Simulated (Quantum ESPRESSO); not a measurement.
Computed results, one entry a study.

## Sb2Pd: which magnetic order is lowest

Symmetry: Pa-3, No. 205, cubic system. The conventional cell has a = 6.458 Å, b = 6.458 Å, c = 6.458 Å, α = 90.00°, β = 90.00°, γ = 90.00°. Nearest to Sb lie 3 Pd at 2.67 Å and 1 Sb at 2.89 Å. Nearest to Pd lie 6 Sb at 2.67 Å. Farther neighbours are not listed.

```
CELL_PARAMETERS angstrom
6.45840 0.00000 0.00000
0.00000 6.45840 0.00000
0.00000 0.00000 6.45840
ATOMIC_POSITIONS crystal
Sb 0.37100 0.37100 0.37100
Sb 0.12900 0.62900 0.87100
Sb 0.87100 0.12900 0.62900
Sb 0.62900 0.87100 0.12900
Sb 0.62900 0.62900 0.62900
Sb 0.87100 0.37100 0.12900
Sb 0.12900 0.87100 0.37100
Sb 0.37100 0.12900 0.87100
Pd 0.00000 0.00000 0.00000
Pd 0.50000 0.00000 0.50000
Pd 0.50000 0.50000 0.00000
Pd 0.00000 0.50000 0.50000
```

```
method              : LDA; plane waves with GBRV 1.5 LDA potentials, no spin-orbit coupling (and 1 further level or step)
program             : Quantum ESPRESSO 7.5
settings of one run : GBRV 1.5 LDA, potential files Sb: sb_lda_v1.4.uspp.F.UPF, Pd: pd_lda_v1.4.uspp.F.UPF, cutoff 544.23 eV, 4×4×4 k-mesh, 113 bands, fermi-dirac occupations, smearing width 0.1 eV, collinear spin, SCF threshold 2.40e-8, mesh matched on, starting moments 0 0 0 0 0 0 0 0 0.6 0.6 0.6 0.6 μB
cost                : 3 runs, 12 min in all on 4 MPI ranks of Arm Neoverse V2, shared host (the runs of this entry)
lowest state found  : non-magnetic (from ferro ++++, antiferro ++-- and ferri +++-)
largest site moment : 0 μB
```

The lowest state carries no moment, and no start kept one. This is the lowest of 3 collinear or spinless starts, no proof of the ground state.

[Logs and program files are shortened in this print: banners, set-up blocks, solver, clock and traceback lines can be left out without a mark of their own.]

[Logs are printed without paths, hosts, clocks, repeated set-up lines and the standing remarks that a program may print on its own settings, such as how far it seeks lower states.]

[Hosts, paths, dates, database ids (printed as entryN), source tags and the programs' standing remarks are cut or masked in the printed files.]

[Where a cell is said to come from a database of computed structures, the database is the Materials Project.]
